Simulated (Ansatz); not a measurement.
# SrB4 (built on the sites of a database entry of SrIn4): a soft mode frozen in, part 2 of 2

Wanted: the energy along a soft mode of SrB4 (built on the sites of a database entry of SrIn4) and the structure at the end.

Ansatz 0.2.0; DFT PBEsol, scalar-relativistic, plane waves, PAW.

So far, highest frequency on the path or at a solved wavevector (cm⁻¹): step 2 (phonons on a q mesh) 752. Also lowest frequency on the path (cm⁻¹): step 2 -460.

The structure was built from a prototype and need not be the compound's stable phase.

### Step 4. The mode frozen in, largest atomic shift 0.22 Å

The atoms are moved along the unstable eigenvector, the largest shift by 0.22 Å, with the cell fixed.

File input.yaml:

```yaml
crystal:
  lattice:
    - [0.0, -3.1456716314, 0.0]
    - [-3.1456716314, 0.0, 0.0]
    - [0.0, 0.0, -10.5221530169]
  atoms:
    - { symbol: Sr, position: [0.5009811852, 0.5009811852, 0.5] }
    - { symbol: Sr, position: [0.9990188148, 0.9990188148, 0.0] }
    - { symbol: B, position: [0.5494531884, 0.9505468116, 0.25] }
    - { symbol: B, position: [-0.0494531884, 0.5494531884, 0.75] }
    - { symbol: B, position: [0.9505468116, 0.5494531884, 0.25] }
    - { symbol: B, position: [0.5494531884, -0.0494531884, 0.75] }
    - { symbol: B, position: [0.4614360532, 0.4614360532, 0.1660058169] }
    - { symbol: B, position: [1.0385639468, 1.0385639468, 0.6660058169] }
    - { symbol: B, position: [0.0385639468, 0.0385639468, 0.3339941831] }
    - { symbol: B, position: [0.4614360532, 0.4614360532, 0.8339941831] }
kpoints:
  mp_grid: { grid: [12, 12, 4] }
hamiltonian:
  xc: pbesol
scf:
  occupations: { method: methfessel_paxton, width: 0.2 }
output:
  forces: true
  stress: true
  eigenvalues: true
```

Run with:

```bash
$ ansatz run input.yaml --threads 8 --pin off --max-ram 14336MiB --backend cpu --events-out ev --progress --plain --runs-dir out
```

Numbers of over 12 decimals in the logs are rounded to 6 here.

Output:

```text
[...]
Crystal: 10 atoms, lattice volume = 104.119 Å³
Basis set: ecut = 420 eV, 2051 PW (Γ), exchange–correlation on 48×48×144 points (8 copies of the dense FFT grid, shifted against one another)
Bands: 32, of which v1, the nominal top of the filled ones, is band 22 counted from 1 (21 counted from 0)
Symmetry: 8 space group operations
[...]
k-points: 129 of 576
[...]
k-point 0: bands = [... 18 lower, 10.3719, 10.7949, 10.7980, 10.8527, 10.8652, 11.8768, 13.4109, 13.6981, ... 6 higher]
  k-point 1: bands = [... 18 lower, 10.4201, 10.6215, 10.7492, 10.8107, 11.7192, 12.0929, 13.1110, 13.6569, ... 6 higher]
  k-point 2: bands = [... 18 lower, 10.5575, 10.5575, 10.7091, 10.7091, 12.5707, 12.5707, 12.8502, 12.8502, ... 6 higher]
  k-point 128: bands = [... 18 lower, 7.6300, 7.6300, 7.8829, 7.8829, 10.5192, 10.5192, 15.6039, 15.6039, ... 6 higher]
[key lines of the parts left out:]
SCF converged after 6 iterations
Free energy (F): -8203.959729 eV
Fermi energy:    10.953199 eV
P = ⅓ Tr σ = 0.7612 GPa (7.612 kbar)
```

Wall time 3.7 s (8 threads of Arm Neoverse V1, shared host); peak memory 0.69 GiB; 27 s of CPU time.

Numbers from this step:

| Quantity | Value |
| --- | --- |
| pressure | 0.7612 GPa |
| energy from the undistorted cell | -83.36 meV/atom |

The energy, extrapolated to zero smearing, is -83.36 meV/atom against the undistorted cell.

The run ends at a pressure of 0.76 GPa, with forces up to 2.0 eV/Å.

### Step 5. Energy along the mode, all amplitudes (two of the runs are shown above)

An imaginary frequency means negative curvature, so the energy should fall and then rise again as anharmonic terms take over.

Numbers from this step:

```yaml
depth_at_the_lowest_point_sampled: 83.36 meV/atom
largest_atomic_shift_at_that_point: 0.22 Å
```

The energy from the parent by largest atomic shift:

| largest atomic shift (Å) | energy from the parent (meV/atom) |
| --- | --- |
| 0.000 | 0 |
| 0.040 | -4.51 |
| 0.080 | -16.9 |
| 0.140 | -45.5 |
| 0.220 | -83.4 |
| 0.320 | -58.2 |
| 0.450 | 336 |

Displacement at unit largest shift by atom:

| atom | x (Å) | y (Å) | z (Å) | size |
| --- | --- | --- | --- | --- |
| Sr1 | -0.014 | -0.014 | 0.000 | 0.020 |
| Sr2 | 0.014 | 0.014 | 0.000 | 0.020 |
| B3 | 0.707 | -0.707 | 0.000 | 1.000 |
| B4 | -0.707 | 0.707 | 0.000 | 1.000 |
| B5 | -0.707 | 0.707 | 0.000 | 1.000 |
| B6 | 0.707 | -0.707 | 0.000 | 1.000 |
| B7 | 0.551 | 0.551 | 0.000 | 0.779 |
| B8 | -0.551 | -0.551 | 0.000 | 0.779 |
| B9 | -0.551 | -0.551 | 0.000 | 0.779 |
| B10 | 0.551 | 0.551 | 0.000 | 0.779 |

The lowest of the steps tried is at 0.22 Å, 83.4 meV/atom below the parent; the bottom of the well need not coincide with a step.

### Step 6. Relaxation from the frozen mode

Starting from the lowest point found, all atoms and the cell are let go, so that strain and other modes of the same symmetry can join in.

Changes to input.yaml since step 4:

```diff
@@ -26 +26,10 @@
   eigenvalues: true
+  write_density: true
+  write_potential: true
+  elf: true
+  volumetric_format: npy
+relax:
+  adjacent_minimum: "off"
+  f_tol: 0.002
+  max_steps: 120
+  cell: { stress_tol: 0.03 }
```

Output:

```text
[...]
Crystal: 10 atoms, lattice volume = 104.119 Å³
Basis set: ecut = 420 eV, 2051 PW (Γ), exchange–correlation on 48×48×144 points (8 copies of the dense FFT grid, shifted against one another)
Bands: 32, of which v1, the nominal top of the filled ones, is band 22 counted from 1 (21 counted from 0)
Symmetry: 8 space group operations
[...]
k-points: 129 of 576
[...]
SCF iter   1: F=—  HF=-8203.989667 eV  |F-HF|=—  |Δ(HF+E_count)|=         —  Δρ=8.98e-3  dr2=1.20e-1  ethr=1.77e-3  ⟨swp⟩=10.5  Hψ=26677  notcnv=0  defer=1
[...]
SCF iter   6: F=-8203.959729 eV  HF=-8203.959729 eV  |F-HF|=1.52e-8  |Δ(HF+E_count)|=   9.11e-8  S|Δr|=    0.00e0  Δρ=6.69e-6  dr2=6.56e-8  ethr=2.27e-10  ⟨swp⟩=16.3  Hψ=36142  notcnv=0
SCF 1 converged in 6 iterations: F = -8203.959729 eV  dr2 = 6.56e-8
[...]
relax step   1: F+E_penalty+E_count = -8203.95972924 eV  Δ(F+E_penalty+E_count) = +0.000e0 eV  max|allowed force component| = 1.723e0 eV/Å  Δτ_max = 0.0000 Å  P = +0.761 GPa  Ω = 104.119 Å³  (6 SCF iters, dr2 threshold 1.00e-7 eV, accepted)
Crystal: 10 atoms, lattice volume = 107.850 Å³
Basis set: ecut = 420 eV, 2129 PW (Γ), exchange–correlation on 48×48×144 points (8 copies of the dense FFT grid, shifted against one another)
[...]
SCF iter   6: F=-8204.939027 eV  HF=-8204.939027 eV  |F-HF|=1.93e-7  |Δ(HF+E_count)|=   8.09e-7  S|Δr|=    0.00e0  Δρ=2.50e-5  dr2=7.02e-7  ethr=2.27e-9  ⟨swp⟩=15.9  Hψ=38674  notcnv=0
SCF 2 converged in 6 iterations: F = -8204.939027 eV  dr2 = 7.02e-7
  Residual-converged pass: ⟨swp⟩=1.0  Hψ=4647  notcnv=0  max |occ|·‖R‖ = 7.1e-9 eV (tolerance 1.0e-8 eV)  dr2=7.02e-7  dr2_onsite=9.89e-9  max |Δocc| = 3.4e-10
relax step   2: F+E_penalty+E_count = -8204.93902710 eV  Δ(F+E_penalty+E_count) = -9.793e-1 eV  max|allowed force component| = 1.042e0 eV/Å  Δτ_max = 0.1820 Å  P = -5.161 GPa  Ω = 107.850 Å³  energy of the carried Pulay correction = -3.957e-3 eV  (6 SCF iters, dr2 threshold 1.00e-6 eV, accepted)
Crystal: 10 atoms, lattice volume = 103.570 Å³
Basis set: ecut = 420 eV, 2041 PW (Γ), exchange–correlation on 48×48×144 points (8 copies of the dense FFT grid, shifted against one another)
[...]
SCF iter   6: F=-8205.464498 eV  HF=-8205.464498 eV  |F-HF|=2.83e-9  |Δ(HF+E_count)|=   3.12e-7  S|Δr|=    0.00e0  Δρ=1.01e-5  dr2=1.04e-7  ethr=2.27e-9  ⟨swp⟩=16.8  Hψ=38408  notcnv=0
SCF 3 converged in 6 iterations: F = -8205.464498 eV  dr2 = 1.04e-7
relax step   3: F+E_penalty+E_count = -8205.46449847 eV  Δ(F+E_penalty+E_count) = -5.255e-1 eV  max|allowed force component| = 8.088e-1 eV/Å  Δτ_max = 0.1678 Å  P = +4.282 GPa  Ω = 103.570 Å³  energy of the carried Pulay correction = +5.941e-4 eV  (6 SCF iters, dr2 threshold 1.00e-6 eV, accepted)
[... from here on, the SCF cycles and remarks between the steps are left out ...]
relax step   4: F+E_penalty+E_count = -8205.64329275 eV  Δ(F+E_penalty+E_count) = -1.788e-1 eV  max|allowed force component| = 1.385e-1 eV/Å  Δτ_max = 0.0892 Å  P = -0.530 GPa  Ω = 106.421 Å³  energy of the carried Pulay correction = -2.458e-3 eV  (5 SCF iters, dr2 threshold 1.00e-6 eV, accepted)
relax step   5: F+E_penalty+E_count = -8205.66348733 eV  Δ(F+E_penalty+E_count) = -2.019e-2 eV  max|allowed force component| = 4.999e-2 eV/Å  Δτ_max = 0.0407 Å  P = +0.371 GPa  Ω = 106.060 Å³  energy of the carried Pulay correction = -2.075e-3 eV  (5 SCF iters, dr2 threshold 1.00e-6 eV, accepted)
relax step   6: F+E_penalty+E_count = -8205.66462019 eV  Δ(F+E_penalty+E_count) = -1.133e-3 eV  max|allowed force component| = 1.575e-2 eV/Å  Δτ_max = 0.0060 Å  P = +0.026 GPa  Ω = 106.281 Å³  energy of the carried Pulay correction = -2.309e-3 eV  (4 SCF iters, dr2 threshold 1.00e-6 eV, accepted)
relax step   7: F+E_penalty+E_count = -8205.66454856 eV  Δ(F+E_penalty+E_count) = +7.163e-5 eV  max|allowed force component| = 2.230e-2 eV/Å  Δτ_max = 0.0038 Å  P = +0.041 GPa  Ω = 106.261 Å³  energy of the carried Pulay correction = -2.288e-3 eV  (5 SCF iters, dr2 threshold 2.68e-8 eV, rejected (line search))
relax step   8: F+E_penalty+E_count = -8205.66469286 eV  Δ(F+E_penalty+E_count) = -7.267e-5 eV  max|allowed force component| = 2.544e-3 eV/Å  Δτ_max = 0.0019 Å  P = -0.003 GPa  Ω = 106.324 Å³  energy of the carried Pulay correction = -2.355e-3 eV  (7 SCF iters, accepted)
relax step   9: F+E_penalty+E_count = -8205.66469914 eV  Δ(F+E_penalty+E_count) = -6.280e-6 eV  max|allowed force component| = 3.289e-4 eV/Å  Δτ_max = 0.0002 Å  P = -0.001 GPa  Ω = 106.320 Å³  energy of the carried Pulay correction = -2.351e-3 eV  (4 SCF iters, dr2 threshold 4.05e-10 eV, accepted)
relax step  10: F+E_penalty+E_count = -8205.66936110 eV  Δ(F+E_penalty+E_count) = -4.662e-3 eV  max|allowed force component| = 9.666e-4 eV/Å  Δτ_max = 0.0000 Å  P = +0.065 GPa  Ω = 106.320 Å³  stress off target by 1.58e-1 GPa  SCF on the basis re-selected at this cell (its energy is not comparable with the rows above)  (5 SCF iters)
relax step  11: F+E_penalty+E_count = -8205.66931635 eV  Δ(F+E_penalty+E_count) = +4.476e-5 eV  max|allowed force component| = 1.001e-3 eV/Å  Δτ_max = 0.0002 Å  P = -0.026 GPa  Ω = 106.368 Å³  energy of the carried Pulay correction = -6.184e-5 eV  (4 SCF iters, dr2 threshold 6.22e-8 eV, accepted)
relax step  12: F+E_penalty+E_count = -8205.66933822 eV  Δ(F+E_penalty+E_count) = -2.187e-5 eV  max|allowed force component| = 2.637e-4 eV/Å  Δτ_max = 0.0003 Å  P = +0.000 GPa  Ω = 106.353 Å³  energy of the carried Pulay correction = -4.264e-5 eV  (3 SCF iters, dr2 threshold 8.51e-9 eV, accepted)
[...]
SCF iter   4: F=-8205.669379 eV  HF=-8205.669379 eV  |F-HF|=1.09e-11  |Δ(HF+E_count)|=  4.55e-10  S|Δr|=    0.00e0  Δρ=2.26e-7  dr2=2.57e-11  ethr=1.00e-12  ⟨swp⟩=8.8  Hψ=28969  notcnv=0
SCF 13 converged in 4 iterations: F = -8205.669379 eV  dr2 = 2.57e-11
relax step  13: F+E_penalty+E_count = -8205.66937875 eV  Δ(F+E_penalty+E_count) = -4.054e-5 eV  max|allowed force component| = 2.634e-4 eV/Å  Δτ_max = 0.0000 Å  P = +0.000 GPa  Ω = 106.353 Å³  stress off target by 3.69e-3 GPa  SCF on the basis re-selected at this cell (its energy is not comparable with the rows above)  (4 SCF iters)
[...]
SCF converged after 4 iterations
[...]
Free energy (F): -8205.669379 eV
[...]
Internal energy: -8205.668696 eV  (E = F + TS)
E sigma→0 (E₀):  -8205.669208 eV
Entropy (-TS):   -0.000683 eV (-0.068 meV/atom)
Fermi energy:    11.129218 eV
[...]
--- Forces (eV/Å), atoms counted from 1 ---
  atom   1  Sr    -0.00013407    -0.00013407     0.00000000
  atom   2  Sr     0.00013407     0.00013407     0.00000000
  atom   3  B      0.00026344    -0.00026344     0.00000000
  atom   4  B     -0.00026344     0.00026344     0.00000000
  atom   5  B     -0.00026344     0.00026344     0.00000000
  atom   6  B      0.00026344    -0.00026344     0.00000000
  atom   7  B      0.00000612     0.00000612     0.00013592
  atom   8  B     -0.00000612    -0.00000612     0.00013592
  atom   9  B     -0.00000612    -0.00000612    -0.00013592
  atom  10  B      0.00000612     0.00000612    -0.00013592
  max |Σ_I F_I| component: 1.11e-16 eV/Å
--- Stress (GPa, compression-positive) ---
       -0.001095      -0.002590       0.000000
       -0.002590      -0.001095       0.000000
        0.000000       0.000000       0.002827
  P = ⅓ Tr σ = 0.0002 GPa (0.002 kbar)
--- Band table (eV; the first three rows and the last of 129) ---
  k-point 0: bands = [... 18 lower, 7.9738, 8.6538, 9.0246, 10.8384, 11.2163, 11.6366, 12.7953, 14.1808, ... 6 higher]
  k-point 1: bands = [... 18 lower, 8.2032, 8.6947, 8.9831, 9.9532, 11.7511, 12.1295, 12.5148, 13.8431, ... 6 higher]
  k-point 2: bands = [... 18 lower, 8.7357, 8.7357, 9.0751, 9.0751, 12.0716, 12.0716, 13.1098, 13.1098, ... 6 higher]
  k-point 128: bands = [... 18 lower, 8.2950, 8.2950, 8.5688, 8.5688, 10.3863, 10.3863, 15.2516, 15.2516, ... 6 higher]
--- Relaxed structure (11 steps of the walk, 10 accepted, 2 SCFs on fresh bases) ---
  F+E_penalty+E_count = -8205.66937875 eV   max|allowed force component| = 2.634e-4 eV/Å   (the final SCF, on the basis selected at the relaxed cell)
  cell:  # Å, volume = 106.3529 Å³
    - [0.033699, -3.210720, 0.0]
    - [-3.210720, 0.033699, 0.0]
    - [0.0, 0.0, -10.317923]
  atoms:
    - { symbol: Sr, position: [0.537549, 0.537549, 0.5] }
    - { symbol: Sr, position: [0.962451, 0.962451, 0] }
    - { symbol: B, position: [0.565046, 0.934954, 0.25] }
    - { symbol: B, position: [-0.065046, 0.565046, 0.750000] }
    - { symbol: B, position: [0.934954, 0.565046, 0.25] }
    - { symbol: B, position: [0.565046, -0.065046, 0.750000] }
    - { symbol: B, position: [0.411218, 0.411218, 0.186718] }
    - { symbol: B, position: [1.088782, 1.088782, 0.686718] }
    - { symbol: B, position: [0.088782, 0.088782, 0.313282] }
    - { symbol: B, position: [0.411218, 0.411218, 0.813282] }
```

The job ended after 53 s (8 threads; peak memory 0.76 GiB; 6.8 min of CPU time).

Step by step:

| step | energy less that of the first step (eV) | largest force component (eV/Å) | pressure (GPa) | volume (Å³) |
| --- | --- | --- | --- | --- |
| 1 | 0.0000 | 1.7235 | 0.76 | 104.12 |
| 2 | -0.9793 | 1.0423 | -5.16 | 107.85 |
| 3 | -1.5048 | 0.8088 | 4.28 | 103.57 |
| 4 | -1.6836 | 0.1385 | -0.53 | 106.42 |
| 5 | -1.7038 | 0.0500 | 0.37 | 106.06 |
| 6 | -1.7049 | 0.0158 | 0.03 | 106.28 |
| 7 | -1.7048 | 0.0223 | 0.04 | 106.26 |
| 8 | -1.7050 | 0.0025 | 0.00 | 106.32 |
| 9 | -1.7050 | 0.0003 | 0.00 | 106.32 |
| 10* | -1.7096 | 0.0010 | 0.07 | 106.32 |
| 11 | -1.7096 | 0.0010 | -0.03 | 106.37 |
| 12 | -1.7096 | 0.0003 | 0.00 | 106.35 |
| 13* | -1.7097 | 0.0003 | 0.00 | 106.35 |

Relaxation steps marked * repeat the geometry before them on a plane-wave basis chosen anew for their cell, so energy and pressure can jump there. Relaxation step 7 was tried and not accepted.

The run keeps the 8 symmetry operations that it works with, so distortions that break them were not tested.

| conventional cell, symmetrised | before | after | change |
| --- | --- | --- | --- |
| a (Å) | 4.449 | 4.588 | +3.1 % |
| b (Å) | 4.449 | 4.493 | +1.0 % |
| c (Å) | 10.522 | 10.318 | -1.9 % |
| volume (Å³/atom) | 10.41 | 10.64 | +2.1 % |

The atoms that moved most (Å, as changes of fractional coordinates times the final cell):

| atom | dx | dy | dz | length |
| --- | --- | --- | --- | --- |
| B10 | 0.160 | 0.160 | 0.214 | 0.311 |
| B7 | 0.160 | 0.160 | -0.214 | 0.311 |
| B8 | -0.160 | -0.160 | -0.214 | 0.311 |
| B9 | -0.160 | -0.160 | 0.214 | 0.311 |
| Sr1 | -0.116 | -0.116 | 0.000 | 0.164 |
| Sr2 | 0.116 | 0.116 | 0.000 | 0.164 |
| B4 | -0.051 | 0.051 | 0.000 | 0.072 |
| B6 | 0.051 | -0.051 | 0.000 | 0.072 |

The relaxed structure:

```
Sr B
1.0
     0.03370   -3.21072    0.00000
    -3.21072    0.03370    0.00000
     0.00000    0.00000  -10.31792
Sr B
2 8
Direct
  0.53755 0.53755 0.50000
  0.96245 0.96245 0.00000
  0.56505 0.93495 0.25000
  0.93495 0.56505 0.75000
  0.93495 0.56505 0.25000
  0.56505 0.93495 0.75000
  0.41122 0.41122 0.18672
  0.08878 0.08878 0.68672
  0.08878 0.08878 0.31328
  0.41122 0.41122 0.81328
```

Numbers from this step:

```yaml
pressure: 2.12e-4 GPa
volume_per_atom: 10.64 Å³
```

Electrostatic potential energy in the bc plane of the conventional cell at fractional x = 0.000, with atoms of Sr and B within 0.2 Å of it. With pseudopotentials it is smooth inside the atoms' cores, unlike the true potential.

Ten even steps from '0' (-96 eV) to '9' (14 eV), each cell a mean:
```
99999998656899
99999998534899
99999999767999
99888999999999
86324899999999
72000589999999
83001689999999
97657899999999
99999999989999
99999998656899
99999998534899
89998898767899
99975579999999
99964469999999
99986689999999
99999999998889
99999999863247
89999999720005
89999999840016
99999999986568
99998899999999
99975579999999
99964469999999
89986689989999
```
Columns run along b (4.5 Å; values clipped at the 3rd and 97th percentile), rows up along c (10.3 Å), edges of the conventional cell, whose origin can differ from the input's. Atoms in or near the plane, at fractional coordinates: Sr at (0.21, 0.75), Sr at (0.79, 0.25), B at (0.34, 0.06), B at (0.66, 0.56), B at (0.66, 0.94), B at (0.34, 0.44).

ELF in the bc plane of the conventional cell at fractional x = 0.000, with atoms of Sr and B within 0.2 Å of it. It is the smooth field of the valence electrons, not physical close to the nuclei.

Ten even steps from '_' (0.02) to '@' (0.85), each cell a mean:
```
%%%%##++--==****--..--%%@@@@
**++--::..::++++..__..##%%##
::..______..==##**++++##**==
..--****++::::**@@@@%%##--..
**@@@@@@@@##::::**####==....
@@@@==::##@@++..::====::..--
%%@@**==%%@@==..--++++--..--
==##@@@@%%++::--##@@%%++::..
....----::..--##@@%%%%##==::
==::..____..==**==::--**##++
##**++--::--++++..__::##@@%%
@@@@%%**====**##==::++%%@@@@
@@@@@@**....++**++--==**##%%
##%%%%==____==++--....::==++
--++##**++**##**::______....
..::++%%@@@@%%==..--****++::
--..--**####==::++@@@@@@@@%%
**....--==--..::%%@@==::##@@
**....==++==::::##@@**==%%@@
::..==##%%%%++::--##@@@@%%**
..--**%%%%@@%%++....----::..
++**##++::--++**--______..--
%%@@@@++____==**==::::==**##
@@@@@@##----**##++==++##%%@@
```
Columns run along b (4.5 Å), rows up along c (10.3 Å), edges of the conventional cell, whose origin can differ from the input's. Atoms in or near the plane, at fractional coordinates: Sr at (0.21, 0.75), Sr at (0.79, 0.25), B at (0.34, 0.06), B at (0.66, 0.56), B at (0.66, 0.94), B at (0.34, 0.44).

Valence density in the bc plane of the conventional cell at fractional x = 0.000, with atoms of Sr and B within 0.2 Å of it. It is the smooth field of the valence electrons, not physical close to the nuclei.

Ten even steps from '0' (0.1 e/Å³) to '9' (2.6 e/Å³), each cell a mean:
```
21100112212222
10000001211211
00000001121100
01221000010000
15886300000000
39869510000000
38989510000000
13564100000000
00000000111000
00000001211110
11000012212221
22111112212222
22221121100112
11121121000000
00011210000000
00000100012210
00000000148873
10000000388696
10000000279895
00000000135641
00001110000000
00111211000000
11221121000001
22221121111112
```
Columns run along b (4.5 Å), rows up along c (10.3 Å), edges of the conventional cell, whose origin can differ from the input's. Atoms in or near the plane, at fractional coordinates: Sr at (0.21, 0.75), Sr at (0.79, 0.25), B at (0.34, 0.06), B at (0.66, 0.56), B at (0.66, 0.94), B at (0.34, 0.44).

The distorted start has space group Cmcm; the relaxation ends in Cmcm.

### Step 7. Outcome

| Quantity | Value |
| --- | --- |
| unstable mode of the parent | q = (-0.5, -0.5, -0.5), 460i cm⁻¹ |
| depth at the lowest point sampled | 83.4 meV/atom |
| largest atomic shift at that point | 0.22 Å |
| space group reached (within 0.01 Å) | Cmcm |
| energy gained over the parent (first relaxation, on the mesh of the frozen mode) | 254 meV/atom |
| volume per atom, phase reached | 10.6 Å³ |

**Reading.** Along this mode the structure falls into Cmcm, 254 meV/atom below the parent. At the parent's cell the well is 83.36 meV/atom deep on the steps tried, with its lowest point at a shift of 0.22 Å. Relaxing atoms and cell changes the gain by +170.88 meV/atom against the lowest step (energies at zero smearing). Most of the total comes from this relaxation. The modes of the phase reached were not computed on this path. Of the 5 patterns followed to their end from this parent, this one reaches the lowest energy. Each path keeps the symmetry of its pattern, so a lower phase may lie along a pattern not tried. The q mesh stands for a supercell only 6.3 Å across, so branches between the solved wavevectors are rough. With no gap, or one that is small against the smearing, the frequencies hang on the k mesh and the smearing, most of all near Kohn anomalies. A phonon run warned that its eigensolver left some bands unconverged in a pass. The starting cell was built on a prototype and not taken from a measurement, so the phase need not exist.

[Logs are printed without paths, hosts, clocks, repeated set-up lines and the standing remarks that a program may print on its own settings, such as how far it seeks lower states.]

[Hosts, paths, dates, database ids (printed as entryN), source tags and the programs' standing remarks are cut or masked in the printed files.]
